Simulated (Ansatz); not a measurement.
# Honeycomb AsN monolayer in a perpendicular field

Aim: how the honeycomb AsN monolayer screens a field along its normal, and what the field does to its bands. A positive field points along +c.

Calculated with Ansatz 0.2.0; plane-wave DFT, PBE-D3(BJ), Ansatz PAW (set soft_1); PAW set soft_1.

Most raw output is cut from this account.

## 1. Starting point

The cell holds 2 atoms: 1 N and 1 As. Cell: a = 2.980 Å, b = 2.980 Å, c = 32.970 Å, α = 90.0°, β = 90.0°, γ = 120.0°. Vacuum lies along c.

Structure file:

```
N As
1.0
     2.98000    0.00000    0.00000
    -1.49000    2.58076    0.00000
     0.00000    0.00000   32.97000
N As
1 1
Direct
  0.66667 0.33333 0.48529
  0.33333 0.66667 0.51471
```

## 2. Relaxation

The starting cell is a guess, so the in-plane lattice and the atoms are relaxed first, with the slab cut off from its images along the normal.

input.yaml

```yaml
crystal:
  lattice:
    - [2.98, 0.0, 0.0]
    - [-1.49, 2.5807557033, 0.0]
    - [0.0, 0.0, 32.9699999985]
  atoms:
    - { symbol: "N", position: [0.6666666667, 0.3333333333, 0.4852896573] }
    - { symbol: As, position: [0.3333333333, 0.6666666667, 0.5147103427] }
  periodic: [true, true, false]
kpoints:
  mp_grid: { grid: [12, 12, 1] }
hamiltonian:
  xc: pbe
  dispersion: d3bj
  pseudopotentials: { kind: paw, azcp: { folder: soft_1 } }
scf:
  occupations: { method: fermi_dirac, width: 0.05 }
  convergence: { dr2_threshold: 1.0e-09 }
relax:
  f_tol: 0.004
  max_steps: 90
  cell: {}
output:
  write_potential: true
  write_density: true
  volumetric_format: npy
```

The run is started by

```sh
$ ansatz run input.yaml --threads 2 --pin off --max-ram 3072MiB --backend cpu --events-out ev --progress --plain --runs-dir out
```

Elapsed: 16 s, on 2 threads of Arm Neoverse V2, shared host; peak memory 0.45 GiB; 30 s of CPU time.

Step by step:

| step | energy less that of the first step (eV) | largest force component (eV/Å) | volume (Å³) |
| --- | --- | --- | --- |
| 1 | 0.0000 | 0.3776 | 253.56 |
| 2 | -0.0076 | 0.1893 | 251.42 |
| 3 | -0.0109 | 0.0021 | 248.46 |
| 4 | -0.0109 | 0.0046 | 248.79 |
| 5 | -0.0109 | 0.0000 | 248.75 |
| 6* | -0.0103 | 0.0001 | 248.75 |

Relaxation steps marked * repeat the geometry before them on a plane-wave basis chosen anew for their cell, so energy and pressure can jump there.

Forces are held to the 6 operations that the run works with; a distortion that breaks them can't arise in this run.

| cell as run | before | after | change |
| --- | --- | --- | --- |
| a (Å) | 2.980 | 2.952 | -1.0 % |
| b (Å) | 2.980 | 2.952 | -1.0 % |

Final coordinates:

```xyz
2
Lattice="2.9516 0.0000 0.0000 -1.4758 2.5561 0.0000 0.0000 0.0000 32.9700" Properties=species:S:1:pos:R:3
N     1.4758    0.8520   16.0082
As    0.0000    1.7041   16.9618
```

This step gave:

```
gap on the k-mesh : 2.030 eV
```

The lattice constant a goes from 2.980 to 2.952 Å.

## 3. Single point, field 0

A sawtooth potential applies the field, turning back in the middle of the vacuum. With the dipole correction the typed value is the field outside the slab. The induced dipole is small, so the SCF threshold is tight.

The cell differs from the one that the last finished run ended in (c 32.970 → 18.954 Å).

input.yaml

```yaml
crystal:
  lattice:
    - [2.9515782436, 0.0, 0.0]
    - [-1.4757891218, 2.5561417403, 0.0]
    - [0.0, 0.0, 18.9535515759]
  atoms:
    - { symbol: "N", position: [0.6666666667, 0.3333333333, 0.4748450423] }
    - { symbol: As, position: [0.3333333333, 0.6666666667, 0.5251549577] }
kpoints:
  mp_grid: { grid: [18, 18, 1] }
  band_path:
    path: [[0, 0, 0], [0.5, 0, 0], [0.33333333, 0.33333333, 0], [0, 0, 0]]
    npoints: 16
hamiltonian:
  xc: pbe
  dispersion: d3bj
  pseudopotentials: { kind: paw, azcp: { folder: soft_1 } }
scf:
  occupations: { method: fermi_dirac, width: 0.02585 }
  convergence: { dr2_threshold: 1.0e-10 }
efield:
  axis: 3
  dipole_correction: true
  ramp_position: 0.97
  ramp_width: 0.06
  amplitude: 0
output:
  dos: { projected: true, e_range: [-6, 5] }
  write_potential: true
  write_density: true
  volumetric_format: npy
  elf: true
```

It took 7.4 s on 2 threads; peak memory 0.43 GiB; 15 s of CPU time.

Numbers from this step:

```yaml
dipole_along_the_normal: 0.07791 e·Å
gap_along_the_path: 2.025 eV
smallest_direct_gap_along_the_path: 2.628 eV
step_between_the_vacuum_levels: -1.869 eV
ionisation_energy_upper_face: 5.736 eV
electron_affinity_upper_face: 3.711 eV
ionisation_energy_lower_face: 7.605 eV
gap_the_smaller_of_path_and_mesh: 2.025 eV
```

Running mean over a fixed 2.5 Å (it still follows the layers) of the planar mean; the ramp of the sawtooth is left out. Table of electron's electrostatic potential energy less the Fermi level by z:

z (Å), electron's electrostatic potential energy less the Fermi level (eV) and a bar from the least value:
```
      3.0       6.57 ##############################
      3.5       6.57 ##############################
      4.0       6.57 ##############################
      4.5       6.57 ##############################
      5.0       6.57 ##############################
      5.5       6.57 ##############################
      6.0       6.56 ##############################
      6.5       6.52 ##############################
      7.0       6.28 #############################
      7.5       4.93 ##########################
      8.0       1.74 ###################
      8.5      -1.54 ###########
      9.0      -3.94 #####
      9.5      -6.06 
     10.0      -5.91 
     10.5      -3.32 ######
     11.0      -0.42 #############
     11.5       1.65 ##################
     12.0       3.64 #######################
     12.5       4.44 #########################
     13.0       4.64 #########################
     13.5       4.69 ##########################
     14.0       4.70 ##########################
     14.5       4.70 ##########################
     15.0       4.70 ##########################
     15.5       4.70 ##########################
     16.0       4.70 ##########################
```

The density of states has structure finer than the step of the table below, so its rows give means over 0.25 eV, whole bins alone (the curve runs from -6 to 2.99 eV). Peaks (eV: height): -5.530: 3.23, -4.320: 3.89, -2.200: 3.19, -1.070: 7.46, 1.800: 2.46.

Density of states against energy, zero at the Fermi level of the run, which the smearing sets inside the gap; means over each step:

| energy (eV) | density of states (states/eV a cell) |
| --- | --- |
| -5.75 | 1.25 |
| -5.50 | 2.10 |
| -5.25 | 0.826 |
| -5.00 | 1.05 |
| -4.75 | 1.03 |
| -4.50 | 1.31 |
| -4.25 | 2.18 |
| -4.00 | 1.22 |
| -3.75 | 0.919 |
| -3.50 | 0.696 |
| -3.25 | 0.444 |
| -3.00 | 0.406 |
| -2.75 | 0.372 |
| -2.50 | 0.130 |
| -2.25 | 1.18 |
| -2.00 | 1.21 |
| -1.75 | 0.885 |
| -1.50 | 0.952 |
| -1.25 | 2.07 |
| -1.00 | 1.91 |
| -0.75 | 0 |
| -0.50 | 0 |
| -0.25 | 0 |
| 0.00 | 0 |
| 0.25 | 0 |
| 0.50 | 0 |
| 0.75 | 0 |
| 1.00 | 0.323 |
| 1.25 | 0.755 |
| 1.50 | 0.762 |
| 1.75 | 1.54 |
| 2.00 | 1.39 |
| 2.25 | 0.947 |
| 2.50 | 0.851 |
| 2.75 | 0.895 |

Projected DOS per atom over height of the atomic layer and energy from the Fermi level. Layers: N As from below.

Ten even steps from '_' (0.00 states/eV) to '@' (1.31 states/eV), each cell a mean:
```
::--
::--
++++
::--
::::
____
____
____
____
--..
@@==
----
==++
..__
::__
--__
++..
%%==
++--
==--
**++
==--
```
Columns: height of the atomic layer (Å) from 9 to 9.95; rows upwards: energy from the Fermi level (eV) from -5.96 to 2.95.

Electronic bands along the path, in eV, zero at the Fermi level of the run, which the smearing sets inside the gap:

| point | band 8 | band 9 | band 10 | band 11 | band 12 | band 13 | band 14 |
| --- | --- | --- | --- | --- | --- | --- | --- |
| Γ | -2.51 | -2.51 | -1.44 | 1.70 | 4.43 | 5.52 | 5.52 |
| halfway | -5.65 | -3.56 | -1.06 | 2.13 | 4.44 | 5.99 | 6.15 |
| M | -4.69 | -4.37 | -2.28 | 0.99 | 4.72 | 6.18 | 8.30 |
| halfway | -6.33 | -3.95 | -2.20 | 1.78 | 4.87 | 5.70 | 8.90 |
| K | -7.57 | -3.39 | -2.31 | 1.72 | 4.28 | 6.80 | 10.48 |
| halfway | -5.53 | -4.63 | -1.04 | 2.87 | 4.64 | 5.09 | 6.47 |
| Γ | -2.51 | -2.51 | -1.44 | 1.70 | 4.43 | 5.52 | 5.52 |

ELF in the ca plane at fractional y = 0.333, with atoms of N within 0.2 Å of it. It is the smooth field of the valence electrons, not physical close to the nuclei.

Ten even steps from '0' (0.00) to '9' (0.91), each cell a mean:
```
00000000000000000368886433200000000000000000
00000000000000002589757410000000000000000000
00000000000000002699627410000000000000000000
00000000000000001589867421000000000000000000
00000000000000000257876444210000000000000000
00000000000000000012344567631000000000000000
00000000000000000000124578731000000000000000
00000000000000000012455567520000000000000000
```
Columns run along c (19.0 Å), rows up along a (3.0 Å). Atoms in or near the plane, at fractional coordinates: N at (0.47, 0.67).

Electrostatic potential energy in the ca plane at fractional y = 0.333, with atoms of N within 0.2 Å of it. With pseudopotentials it is smooth inside the atoms' cores, unlike the true potential.

Values in eV, 5 rows by 16 columns, each cell a mean:
```
  3   3   3   3   4   4   3 -12  -7   0   2   2   3   3   3   3
  3   3   3   3   4   4   3 -18  -8   1   2   2   3   3   3   3
  3   3   3   3   4   4   3 -12  -7   0   2   2   3   3   3   3
  3   3   3   3   4   4   3  -2 -16  -1   2   2   3   3   3   3
  3   3   3   3   4   4   3  -2 -16  -1   2   2   3   3   3   3
```
Columns run along c (19.0 Å; values clipped at the 3rd and 97th percentile), rows up along a (3.0 Å). Atoms in or near the plane, at fractional coordinates: N at (0.47, 0.67).

Valence density in the ca plane at fractional y = 0.333, with atoms of N within 0.2 Å of it. It is the smooth field of the valence electrons, not physical close to the nuclei.

Ten steps, logarithmic in the rise over the least value, from '0' (0.0 e/Å³) to '9' (3.4 e/Å³), each cell a mean:
```
00000000000000000025776543100000000000000000
00000000000000000137997532100000000000000000
00000000000000000137998532100000000000000000
00000000000000000136997532100000000000000000
00000000000000000024676543100000000000000000
00000000000000000012455553210000000000000000
00000000000000000001345654210000000000000000
00000000000000000012455553210000000000000000
```
Columns run along c (19.0 Å), rows up along a (3.0 Å). Atoms in or near the plane, at fractional coordinates: N at (0.47, 0.67).

The gap is 2.03 eV, with the valence edge 5.74 eV and the conduction edge 3.71 eV under the upper vacuum level.

## 4. Single point, field 0.1 V/Å

Edit input.yaml of step 3 so:

```diff
@@ -23,7 +23,6 @@
   dipole_correction: true
-  ramp_position: 0.97
-  ramp_width: 0.06
-  amplitude: 0
+  ramp_position: 0.9414
+  ramp_width: 0.1425
+  amplitude: 0.1
 output:
-  dos: { projected: true, e_range: [-6, 5] }
   write_potential: true
@@ -31,2 +30 @@
   volumetric_format: npy
-  elf: true
```

Elapsed: 7.2 s, on 2 threads; peak memory 0.4 GiB.

The dipole is 0.0909 e·Å, 0.0130 e·Å from its value without field, and the gap 2.026 eV.

## 5. Single point, field -0.1 V/Å

Edit input.yaml of step 4 so:

```diff
@@ -25,3 +25,3 @@
   ramp_width: 0.1425
-  amplitude: 0.1
+  amplitude: -0.1
 output:
```

The job ended after 7.4 s (2 threads; peak memory 0.4 GiB).

The dipole is 0.0648 e·Å, -0.0131 e·Å from its value without field, and the gap 2.024 eV.

## 6. Response, atoms held

This step: plane-wave DFT, PBE-D3(BJ), Ansatz PAW (set soft_1); response to a field along the normal, atoms held; PAW set soft_1 (Ansatz 0.2.0).

The dipoles give the slope, and the difference of two potentials shows where the field is screened.

Numbers from this step:

```
equivalent conductor thickness p/(ε₀AE) : 3.126 Å
distance between the outer atoms        : 0.9536 Å
```

Table of dipole of the cell by applied field:

| applied field (V/Å) | dipole of the cell (e·Å) |
| --- | --- |
| -0.1000 | 0.0648 |
| 0.0000 | 0.0779 |
| 0.1000 | 0.0909 |

Local field over the applied field, running mean. From the potentials at -0.1 and 0.1 V/Å; running mean over 2.5 Å. Table of local field over applied field by z:

z (Å), local field over applied field and a bar from the least value:
```
     4.15      1.000 ##############################
     4.44      1.000 ##############################
     4.74      0.999 ##############################
     5.03      0.999 ##############################
     5.33      0.997 ##############################
     5.63      0.994 ##############################
     5.92      0.989 ##############################
     6.22      0.978 #############################
     6.52      0.958 #############################
     6.81      0.924 ###########################
     6.96      0.899 ###########################
     7.26      0.833 ########################
     7.55      0.746 #####################
     7.85      0.650 ##################
     8.14      0.545 ##############
     8.44      0.436 ###########
     8.74      0.333 #######
     9.03      0.244 ####
     9.33      0.174 ##
     9.62      0.132 
     9.92      0.129 
    10.22      0.162 #
    10.51      0.224 ###
    10.81      0.311 ######
    11.11      0.411 ##########
    11.40      0.513 #############
    11.70      0.615 #################
    11.99      0.715 ####################
    12.14      0.761 ######################
    12.44      0.841 #########################
    12.73      0.900 ###########################
    13.03      0.940 ############################
    13.33      0.965 #############################
    13.62      0.980 #############################
    13.92      0.989 ##############################
    14.22      0.994 ##############################
    14.51      0.997 ##############################
    14.81      0.998 ##############################
```

The induced electron density oscillates, so the rows of the table below give means over windows of 0.5 Å about each position, cut where the curve ends. Its maxima inside the range that stand out by 2 % of the span (Å: e/Å³ per V/Å): 8.29: 0.00384, 9.18: 0.00194, 10.37: -3.5e-4. Its minima: 8.88: 0.00109, 10.07: -8.7e-4, 11.25: -0.00352.

Electrons, planar mean, per unit field. Table of induced electron density by z; means over each step:

| z (Å) | induced electron density (e/Å³ per V/Å) |
| --- | --- |
| 4.5 | 1.5e-6 |
| 5.0 | 5.4e-6 |
| 5.5 | 1.8e-5 |
| 6.0 | 6.2e-5 |
| 6.5 | 1.9e-4 |
| 7.0 | 5.6e-4 |
| 7.5 | 0.00151 |
| 8.0 | 0.00311 |
| 8.5 | 0.00314 |
| 9.0 | 0.00149 |
| 9.5 | 6.6e-4 |
| 10.0 | -7.1e-4 |
| 10.5 | -8.9e-4 |
| 11.0 | -0.00301 |
| 11.5 | -0.00304 |
| 12.0 | -0.00176 |
| 12.5 | -8.1e-4 |
| 13.0 | -3.3e-4 |
| 13.5 | -1.3e-4 |
| 14.0 | -4.8e-5 |
| 14.5 | -1.7e-5 |

The smaller of the gaps on the path and on the k-mesh, counted as 0 under 0.03 eV. The gap stays at 2.03 eV for applied field from -0.1 to 0.1 V/Å.

By hand: between -0.1 and 0.1 V/Å the dipole changes by 0.02607 e·Å, a slope of 0.1304 e·Å²/V. A perfect conductor of thickness t has p = ε₀AEt, so t = 180.95 × 0.1304 / 7.545 = 3.13 Å (e/ε₀ = 180.95 V·Å, A in Å²).

The induced dipole is that of a conductor 3.13 Å thick.

## 7. Results

| Property | Result |
| --- | --- |
| gap without field | 2.03 eV |
| ionisation energy, upper face | 5.74 eV |
| electron affinity, upper face | 3.71 eV |
| step between the vacuum levels | -1.87 eV |
| equivalent conductor thickness, atoms held | 3.13 Å |

In words: The induced dipole equals that of a perfect conductor 3.13 Å thick, while the outer atoms lie 0.95 Å apart; an out-of-plane ε follows only once a thickness t is chosen, by 1 − 1/ε = 3.13 Å / t. The two faces differ: the vacuum level above lies 1.87 eV lower than the one below. The gap stays within 0.01 eV of 2.03 eV over the fields run, up to 0.1 V/Å in size. Semilocal functionals give gaps that are too small, and excitons are not included. Spin-orbit coupling is left out.

[Logs are printed without paths, hosts, clocks, repeated set-up lines and the standing remarks that a program may print on its own settings, such as how far it seeks lower states.]

[Hosts, paths, dates, database ids (printed as entryN), source tags and the programs' standing remarks are cut or masked in the printed files.]

[Maps of the electrostatic potential energy from Ansatz leave out the sawtooth potential of an applied field or a dipole correction, so their vacuum need not be flat; planar profiles and work functions include it.]

[The density of states shown here was stored with 400 of the rows of the run's finer table, so its peaks can read low, often by over a quarter, or be missed, and its means over a window can be off by a tenth or more.]
